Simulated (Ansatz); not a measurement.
# How fast states decay through RbLi2BiF6, part 2 of 3

Aim: relax a made-up compound, RbLi2BiF6, and see how good a tunnel barrier it would be. It is built by putting Rb for Na, Li for Cs in the Cs2NaBiF6 structure of space group Fm-3m, with the volume rescaled by atomic radii. The parent structure comes from the Materials Project.

Ansatz 0.2.0; r2SCAN DFT, plane waves, PAW files (the session's first sound run).

So far. Step 2 (Cell and atoms at rest): The largest force component on a free atom ends at 4.1e-4 eV/Å.

The structure was built from a prototype and need not be the compound's stable phase.

**3. Band edges**

The energy window and the wavevectors of the next steps follow from the band edges, so these are searched first, off the mesh as well.

input.yaml

```yaml
crystal:
  lattice:
    - [0.0, 4.8390053148, 4.8390053148]
    - [4.8390053148, 0.0, 4.8390053148]
    - [4.8390053148, 4.8390053148, 0.0]
  atoms:
    - { symbol: Li, position: [0.25, 0.25, 0.25] }
    - { symbol: Li, position: [0.75, 0.75, 0.75] }
    - { symbol: Rb, position: [0.5, 0.5, 0.5] }
    - { symbol: Bi, position: [0.0, 0.0, 0.0] }
    - { symbol: F, position: [0.2313018278, 0.2313018278, 0.7686981722] }
    - { symbol: F, position: [0.2313018278, 0.7686981722, 0.7686981722] }
    - { symbol: F, position: [0.7686981722, 0.7686981722, 0.2313018278] }
    - { symbol: F, position: [0.2313018278, 0.7686981722, 0.2313018278] }
    - { symbol: F, position: [0.7686981722, 0.2313018278, 0.7686981722] }
    - { symbol: F, position: [0.7686981722, 0.2313018278, 0.2313018278] }
kpoints:
  mp_grid: { grid: [6, 6, 6] }
  band_path: { path: [VBM, CBM], npoints: 30 }
scf:
  occupations: { method: fixed }
hamiltonian:
  xc: r2scan
output:
  eigenvalues: true
  write_potential: true
  write_density: true
  volumetric_format: npy
```

The run is started by

```console
$ ansatz run input.yaml --threads 2 --pin off --max-ram 4096MiB --backend cpu --events-out ev --progress --plain --runs-dir out
```

Numbers of over 12 decimals in the logs are rounded to 6 here.

The log of the run:

```text
[...]
Crystal: 10 atoms, lattice volume = 226.620 Å³
Basis set: ecut = 500 eV, 5769 PW (Γ), exchange–correlation on 200×200×200 points (64 copies of the dense FFT grid, shifted against one another)
Bands: 46, of which v1, the nominal top of the filled ones, is band 36 counted from 1 (35 counted from 0)
Symmetry: 48 space group operations
[...]
k-points: 16 of 216
[...]
SCF iter   1: F=—  HF=-20963.587932 eV  |F-HF|=—  |Δ(HF+E_count)|=         —  Δρ=8.23e-3  dr2=1.40e-1  dr2_τ=1.81e-1  ethr=1.77e-3  ⟨swp⟩=5.0  Hψ=2715  notcnv=0  defer=125
[...]
SCF iter   7: F=-20963.773465 eV  HF=-20963.773465 eV  |F-HF|=3.20e-8  |Δ(HF+E_count)|=   6.66e-7  Δρ=3.03e-6  dr2=3.32e-8  dr2_τ=2.32e-9  ethr=1.39e-10  ⟨swp⟩=11.1  Hψ=3359  notcnv=0
SCF 1 converged in 7 iterations: F = -20963.773465 eV  dr2 = 3.32e-8
[...]
NSCF: frozen V_eff on 16 k-points
[...]
SCF converged after 7 iterations
Free energy (F): -20963.773465 eV
[...]
Internal energy: -20963.773465 eV  (E = F + TS)
E sigma→0 (E₀):  -20963.773465 eV
Fermi energy:    0.943159 eV
[...]
--- Band table (eV; the first three rows and the last of 16) ---
  k-point 0: bands = [... 32 lower, -1.4506, -1.4506, -1.4506, 0.4793, 4.4240, 6.7041, 7.1514, 7.1514, ... 6 higher]
  k-point 1: bands = [... 32 lower, -1.4677, -1.4677, -1.4653, 0.6025, 4.5119, 6.4688, 7.0230, 7.0230, ... 6 higher]
  k-point 2: bands = [... 32 lower, -1.5075, -1.5075, -1.5002, 0.8333, 4.7626, 5.9147, 6.8584, 6.8584, ... 6 higher]
  k-point 15: bands = [... 32 lower, -1.6784, -1.5868, -1.4875, 0.7020, 5.4365, 5.7930, 6.0331, 6.7183, ... 6 higher]
```

It took 24 s on 2 threads of Intel Xeon Platinum 8259CL at 2.50GHz (Skylake/Cascade Lake), shared host; peak memory 1.1 GiB; 47 s of CPU time.

Numbers from this step:

* free energy: -20963.7735 eV
* Fermi energy: 0.9432 eV
* gap on the k-mesh: 3.481 eV
* gap on path: 3.481 eV, by band count; negative where bands overlap
* direct gap on path: 3.899 eV
* edge places on path: 0, 0.5622 1/A along the path

The electronic bands at the labelled points (eV, zero at the Fermi level (highest filled level under fixed occupations); v1 is the highest filled band, c1 the lowest empty one):

```
  point     v4     v3     v2     v1    c1    c2    c3    c4
    VBM  -2.47  -2.47  -2.47   0.00  4.07  4.59  5.85  5.85
halfway  -2.43  -2.43  -2.42  -0.22  3.68  5.26  5.99  5.99
    CBM  -2.39  -2.39  -2.39  -0.46  3.48  5.76  6.21  6.21
```

The searched edges give 3.48 eV, as on the mesh.

**4. Decaying states in the gap**

This step: r2SCAN DFT, plane waves, PAW files; complex bands by layer matching along the plane's normal (Ansatz 0.2.0).

The same crystal is laid in a cell whose first two vectors span the (111) plane (indices of the standard conventional cell, whose axes can be ordered otherwise than in the bulk input). At fixed energy and wavevector in the plane the solver finds all kz, real and complex. A few wavevectors are listed, (0, 0) and (-0.5, 0) in units of the plane's reciprocal vectors; the slowest state needn't be among them.

input.yaml

```yaml
crystal:
  lattice:
    - [6.843386945, 0.0, 0.0]
    - [3.421693472, 5.926546942, 0.0]
    - [3.421693472, 1.975515647, 5.587602042]
  atoms:
    - { symbol: Li, position: [0.75, 0.75, 0.75] }
    - { symbol: Li, position: [0.25, 0.25, 0.25] }
    - { symbol: Rb, position: [0.5, 0.5, 0.5] }
    - { symbol: Bi, position: [0.0, 0.0, 0.0] }
    - { symbol: F, position: [0.7686981722, 0.2313018278, 0.2313018278] }
    - { symbol: F, position: [0.2313018278, 0.2313018278, 0.7686981722] }
    - { symbol: F, position: [0.2313018278, 0.7686981722, 0.7686981722] }
    - { symbol: F, position: [0.2313018278, 0.7686981722, 0.2313018278] }
    - { symbol: F, position: [0.7686981722, 0.2313018278, 0.7686981722] }
    - { symbol: F, position: [0.7686981722, 0.7686981722, 0.2313018278] }
kpoints:
  mp_grid: { grid: [4, 4, 4] }
scf:
  occupations: { method: fixed }
hamiltonian:
  xc: r2scan
output:
  eigenvalues: true
  transmission:
    leads: [[0, 0]]
    kpoints: [[0.0, 0.0], [-0.5, 0.0]]
    e_range: [-1.0, 4.48]
    de: 0.09
```

The log of the run:

```text
[...]
Crystal: 10 atoms, lattice volume = 226.620 Å³
Basis set: ecut = 500 eV, 5769 PW (Γ), exchange–correlation on 200×200×200 points (64 copies of the dense FFT grid, shifted against one another)
Bands: 46, of which v1, the nominal top of the filled ones, is band 36 counted from 1 (35 counted from 0)
Symmetry: 48 space group operations
[...]
k-points: 8 of 64
[...]
SCF iter   1: F=—  HF=-20963.588056 eV  |F-HF|=—  |Δ(HF+E_count)|=         —  Δρ=8.23e-3  dr2=1.40e-1  dr2_τ=1.81e-1  ethr=1.77e-3  ⟨swp⟩=5.0  Hψ=1358  notcnv=0  defer=61
[...]
SCF iter   7: F=-20963.773574 eV  HF=-20963.773574 eV  |F-HF|=3.20e-8  |Δ(HF+E_count)|=   6.55e-7  Δρ=3.01e-6  dr2=3.27e-8  dr2_τ=2.28e-9  ethr=1.39e-10  ⟨swp⟩=10.9  Hψ=1679  notcnv=0
SCF 1 converged in 7 iterations: F = -20963.773574 eV  dr2 = 3.27e-8
[...]
transmission: 12 of 24 steps passed
transmission: 24 of 24 steps passed
SCF converged after 7 iterations
Free energy (F): -20963.773574 eV
[...]
Internal energy: -20963.773574 eV  (E = F + TS)
E sigma→0 (E₀):  -20963.773574 eV
Fermi energy:    0.943160 eV
[...]
--- Band table (eV; the first three rows and the last of 8) ---
  k-point 0: bands = [... 32 lower, -1.4506, -1.4506, -1.4506, 0.4793, 4.4240, 6.7041, 7.1514, 7.1514, ... 6 higher]
  k-point 1: bands = [... 32 lower, -1.4865, -1.4865, -1.4816, 0.7201, 4.6192, 6.1988, 6.9322, 6.9322, ... 6 higher]
  k-point 2: bands = [... 32 lower, -1.5288, -1.5288, -1.5228, 0.9432, 5.0150, 5.5367, 6.7949, 6.7949, ... 6 higher]
  k-point 7: bands = [... 32 lower, -1.6784, -1.5302, -1.5302, 0.7361, 5.5875, 5.5875, 5.9768, 6.7859, ... 6 higher]
--- Transmission ---
  basis      : 421 plane waves across, 12 finite elements along
  points     : 2, as listed
  energies   : 61 from -1.000000 to 4.400000 eV about the Fermi level, 0.090000 eV apart; the leads are filled to 1.740445 eV, and channels, transmission and decay are at 1.700000 eV
  crystal 0  : Li2F6Bi1Rb1, at the sites [0, 0], period 5.5876 Å: whole cells are its period
    offset         : up to 0.0000 Å between an atom of the period and one for which it stands
    channels       : 0.000000e0 a spin
    conductance    : none, the energies end too early or step too widely for 300 K: set another output.transmission.e_range or a lower de, or, where they end at an eighth of basis.ecutwfc, a higher one
    slowest decay  : 0.5259 /Å at (0.0000, 0.0000)
```

The job ended after 3.1 min (2 threads; peak memory 2.2 GiB; 4.9 min of CPU time).

Numbers from this step:

```
free energy                                               : -20963.7736 eV
level to which the leads are filled                       : 1.740 eV from the Fermi level
decay constant at the filling level, zone centre          : 0.5259 Å⁻¹
decay constant at the filling level, slowest listed point : 0.5259 Å⁻¹
```

K parallel (0, 0); values up to 1.5 1/Å, a degenerate pair printed once or twice; energies at which all values exceed this have no row. Im kz of the slowest decaying states against energy, zero at the highest filled level on the SCF mesh:

```
energy (eV)  decay 1 (Å⁻¹)  decay 2 (Å⁻¹)  decay 3 (Å⁻¹)  decay 4 (Å⁻¹)
      -1.00          0.303          0.647          0.829          0.932
      -0.73          0.233          0.683          0.831          0.978
      -0.46          0.714          0.830           1.02           1.09
      -0.19          0.741          0.825           1.06           1.08
      -0.01          0.756          0.821           1.08           1.08
       0.08          0.151          0.764          0.818           1.07
       0.35          0.293          0.783          0.808           1.06
       0.62          0.370          0.795          0.800           1.05
       0.89          0.423          0.778          0.814           1.04
       1.16          0.464          0.759          0.826           1.02
       1.43          0.497          0.735          0.835           1.01
       1.70          0.526          0.707          0.841          0.998
       1.97          0.552          0.672          0.845          0.984
       2.24          0.578          0.629          0.846          0.969
       2.51          0.575          0.607          0.844          0.955
       2.78          0.502          0.642          0.838          0.939
       3.05          0.403          0.687          0.829          0.922
       3.32          0.249          0.744          0.817          0.901
       3.59          0.800          0.814          0.872          0.958
       3.86          0.778          0.828          0.897          0.914
       4.13         0.0618          0.751          0.768          0.867
       4.40         0.0874          0.699          0.718          0.818
```

K parallel (-0.5, 0); values up to 1.5 1/Å, a degenerate pair printed once or twice; energies at which all values exceed this have no row. Table of Im kz of the slowest decaying states by energy, zero at the highest filled level on the SCF mesh:

```
energy (eV)  decay 1 (Å⁻¹)  decay 2 (Å⁻¹)  decay 3 (Å⁻¹)  decay 4 (Å⁻¹)
      -1.00          0.361          0.593          0.641          0.913
      -0.82          0.328          0.611          0.664          0.937
      -0.55          0.241          0.634          0.694          0.963
      -0.37         0.0955          0.647          0.712          0.976
      -0.10          0.663          0.735          0.992           1.04
      -0.01          0.667          0.742          0.995           1.05
       0.08          0.175          0.672          0.749          0.998
       0.26          0.296          0.679          0.761           1.00
       0.53          0.395          0.689          0.778          0.999
       0.71          0.440          0.695          0.787          0.992
       0.98          0.491          0.705          0.800          0.975
       1.16          0.517          0.714          0.808          0.960
       1.34          0.537          0.728          0.815          0.940
       1.61          0.559          0.812          0.824          0.942
       1.79          0.567          0.780          0.829          0.975
       2.06          0.570          0.747          0.836          0.980
       2.24          0.566          0.727          0.839          0.963
       2.42          0.559          0.708          0.843          0.944
       2.69          0.541          0.677          0.847          0.912
       2.87          0.524          0.656          0.850          0.889
       3.14          0.491          0.620          0.852          0.853
       3.32          0.461          0.594          0.824          0.855
       3.50          0.422          0.565          0.795          0.857
       3.77          0.335          0.513          0.747          0.858
       3.95          0.229          0.473          0.711          0.859
       4.22          0.403          0.652          0.859          0.902
       4.40          0.100          0.344          0.607          0.858
```

At the listed wavevectors the last open channel is at -0.01 eV and the next at +3.50 eV on the grid. At +1.70 eV, the grid energy nearest the filling level (the middle of the gap on the SCF mesh), the slowest state at the listed wavevectors decays with κ = 0.526 Å⁻¹, its amplitude falling by e over 1.9 Å. Through 1 nm of this crystal that state's transmission falls by exp(−2 × 0.526 Å⁻¹ × 10 Å) = 2.7e-5.

**5. Decay over the two-dimensional zone**

The listed points could miss the slowest state, so one energy near mid-gap is solved on a mesh of 8×8.

Changes to input.yaml since step 4:

```diff
@@ -24,6 +24,2 @@
   eigenvalues: true
-  transmission:
-    leads: [[0, 0]]
-    kpoints: [[0.0, 0.0], [-0.5, 0.0]]
-    e_range: [-1.0, 4.48]
-    de: 0.09
+  transmission: { leads: [[0, 0]], kmesh: [8, 8], e_range: [1.74, 1.75], de: 0.05 }
```

The log of the run:

```text
[...]
Crystal: 10 atoms, lattice volume = 226.620 Å³
Basis set: ecut = 500 eV, 5769 PW (Γ), exchange–correlation on 200×200×200 points (64 copies of the dense FFT grid, shifted against one another)
Bands: 46, of which v1, the nominal top of the filled ones, is band 36 counted from 1 (35 counted from 0)
Symmetry: 48 space group operations
[...]
k-points: 8 of 64
[...]
SCF iter   1: F=—  HF=-20963.588056 eV  |F-HF|=—  |Δ(HF+E_count)|=         —  Δρ=8.23e-3  dr2=1.40e-1  dr2_τ=1.81e-1  ethr=1.77e-3  ⟨swp⟩=5.0  Hψ=1358  notcnv=0  defer=61
[...]
SCF iter   7: F=-20963.773574 eV  HF=-20963.773574 eV  |F-HF|=3.20e-8  |Δ(HF+E_count)|=   6.55e-7  Δρ=3.01e-6  dr2=3.27e-8  dr2_τ=2.28e-9  ethr=1.39e-10  ⟨swp⟩=10.9  Hψ=1679  notcnv=0
SCF 1 converged in 7 iterations: F = -20963.773574 eV  dr2 = 3.27e-8
[...]
transmission: 12 of 120 steps passed
transmission: 24 of 120 steps passed
[...]
transmission: 120 of 120 steps passed
SCF converged after 7 iterations
Free energy (F): -20963.773574 eV
[...]
Internal energy: -20963.773574 eV  (E = F + TS)
E sigma→0 (E₀):  -20963.773574 eV
Fermi energy:    0.943160 eV
[...]
--- Band table (eV; the first three rows and the last of 8) ---
  k-point 0: bands = [... 32 lower, -1.4506, -1.4506, -1.4506, 0.4793, 4.4240, 6.7041, 7.1514, 7.1514, ... 6 higher]
  k-point 1: bands = [... 32 lower, -1.4865, -1.4865, -1.4816, 0.7201, 4.6192, 6.1988, 6.9322, 6.9322, ... 6 higher]
  k-point 2: bands = [... 32 lower, -1.5288, -1.5288, -1.5228, 0.9432, 5.0150, 5.5367, 6.7949, 6.7949, ... 6 higher]
  k-point 7: bands = [... 32 lower, -1.6784, -1.5302, -1.5302, 0.7361, 5.5875, 5.5875, 5.9768, 6.7859, ... 6 higher]
--- Transmission ---
  basis      : 421 plane waves across, 12 finite elements along
  points     : 10, standing for a mesh of 8 x 8
  energies   : 1 from 1.740000 to 1.740000 eV about the Fermi level; the leads are filled to 1.740445 eV, and channels, transmission and decay are at 1.740000 eV
[...]
channels       : 0.000000e0 a spin
    conductance    : none, crystal 0 has no channel at the energies, or these end too early or step too widely for 300 K: set another output.transmission.e_range or a lower de, or, where they end at an eighth of basis.ecutwfc, a higher one
    slowest decay  : 0.5299 /Å at (0.0000, 0.0000)
```

The job ended after 66 s (2 threads; peak memory 1.5 GiB).

This step gave:

```yaml
least_decay_constant_on_the_mesh: 0.5299 Å⁻¹
```

Slowest decay constant (1/Å; 0 where a channel is open) over k1 and k2. At 1.7400 eV from the Fermi level.

Ten even steps from '_' (0.530) to '@' (0.724):
```
**@@@@**::****::
##@@##**--%%--**
******%%----%%**
..::----__----::
****%%----%%****
##**--%%--**##@@
**::****::**@@@@
..**##**..**##**
```
Columns: k1 (b1) from -0.5 to 0.375; rows upwards: k2 (b2) from -0.5 to 0.375.

The least value on the mesh is 0.530 Å⁻¹ at +1.74 eV. At that energy the listed points give about 0.530 Å⁻¹ by interpolation, so the mesh holds no clearly slower state.

**6. Band edges at another level, cutoff 1250 eV**

This step: r2SCAN DFT, plane waves, norm-conserving files (Ansatz 0.2.0).

The edges again with norm-conserving files, at the same atoms. Against that run the cutoff is 1250 eV against 500.

input.yaml

```yaml
crystal:
  lattice:
    - [0.0, 4.8390053148, 4.8390053148]
    - [4.8390053148, 0.0, 4.8390053148]
    - [4.8390053148, 4.8390053148, 0.0]
  atoms:
    - { symbol: Li, position: [0.25, 0.25, 0.25] }
    - { symbol: Li, position: [0.75, 0.75, 0.75] }
    - { symbol: Rb, position: [0.5, 0.5, 0.5] }
    - { symbol: Bi, position: [0.0, 0.0, 0.0] }
    - { symbol: F, position: [0.2313018278, 0.2313018278, 0.7686981722] }
    - { symbol: F, position: [0.2313018278, 0.7686981722, 0.7686981722] }
    - { symbol: F, position: [0.7686981722, 0.7686981722, 0.2313018278] }
    - { symbol: F, position: [0.2313018278, 0.7686981722, 0.2313018278] }
    - { symbol: F, position: [0.7686981722, 0.2313018278, 0.7686981722] }
    - { symbol: F, position: [0.7686981722, 0.2313018278, 0.2313018278] }
kpoints:
  mp_grid: { grid: [6, 6, 6] }
  band_path: { path: [VBM, CBM], npoints: 30 }
scf:
  occupations: { method: fixed }
hamiltonian:
  xc: r2scan
  pseudopotentials: { kind: nc }
output:
  eigenvalues: true
```

The log of the run:

```text
[...]
Crystal: 10 atoms, lattice volume = 226.620 Å³
Basis set: ecut = 1250 eV, 22659 PW (Γ)
Bands: 46, of which v1, the nominal top of the filled ones, is band 36 counted from 1 (35 counted from 0)
Symmetry: 48 space group operations
[...]
k-points: 16 of 216
[...]
SCF iter   1: F=—  HF=-7860.395870 eV  |F-HF|=—  |Δ(HF+E_count)|=         —  Δρ=6.84e-2  dr2=1.16e1  dr2_τ=2.46e0  ethr=3.10e-3  ⟨swp⟩=7.9  Hψ=4028  notcnv=0  defer=118
[...]
SCF iter   9: F=-7855.621491 eV  HF=-7855.621491 eV  |F-HF|=4.28e-8  |Δ(HF+E_count)|=   1.23e-6  Δρ=5.43e-6  dr2=5.34e-8  dr2_τ=7.18e-8  ethr=1.39e-10  ⟨swp⟩=21.5  Hψ=6388  notcnv=0
SCF 1 converged in 9 iterations: F = -7855.621491 eV  dr2 = 5.34e-8
[...]
SCF converged after 9 iterations
Free energy (F): -7855.621491 eV
[...]
Internal energy: -7855.621491 eV  (E = F + TS)
E sigma→0 (E₀):  -7855.621491 eV
Fermi energy:    0.941186 eV
[...]
--- Band table (eV; the first three rows and the last of 16) ---
  k-point 0: bands = [... 32 lower, -1.4274, -1.4274, -1.4274, 0.4809, 4.4610, 6.7482, 7.1767, 7.1767, ... 6 higher]
  k-point 1: bands = [... 32 lower, -1.4445, -1.4445, -1.4420, 0.6033, 4.5489, 6.5076, 7.0504, 7.0504, ... 6 higher]
  k-point 2: bands = [... 32 lower, -1.4844, -1.4844, -1.4768, 0.8323, 4.7995, 5.9518, 6.8869, 6.8869, ... 6 higher]
  k-point 15: bands = [... 32 lower, -1.6541, -1.5630, -1.4642, 0.7009, 5.4714, 5.8281, 6.0681, 6.7576, ... 6 higher]
```

Wall time 1.7 min (2 threads); peak memory 1.6 GiB; 3.4 min of CPU time.

This step gave:

```
free energy        : -7855.6215 eV
Fermi energy       : 0.9412 eV
gap on the k-mesh  : 3.520 eV
gap on path        : 3.520 eV, by band count; negative where bands overlap
direct gap on path : 3.936 eV
```

The electronic bands at the labelled points (eV, zero at the Fermi level (highest filled level under fixed occupations); v1 is the highest filled band, c1 the lowest empty one):

```
  point     v4     v3     v2     v1    c1    c2    c3    c4
    VBM  -2.45  -2.45  -2.44   0.00  4.11  4.63  5.88  5.88
halfway  -2.40  -2.40  -2.40  -0.22  3.71  5.29  6.02  6.02
    CBM  -2.37  -2.37  -2.37  -0.46  3.52  5.81  6.24  6.24
```

The searched edges give 3.52 eV, as on the mesh.

[end of part 2 of 3]

[Logs are printed without paths, hosts, clocks, repeated set-up lines and the standing remarks that a program may print on its own settings, such as how far it seeks lower states.]

[Hosts, paths, dates, database ids (printed as entryN), source tags and the programs' standing remarks are cut or masked in the printed files.]
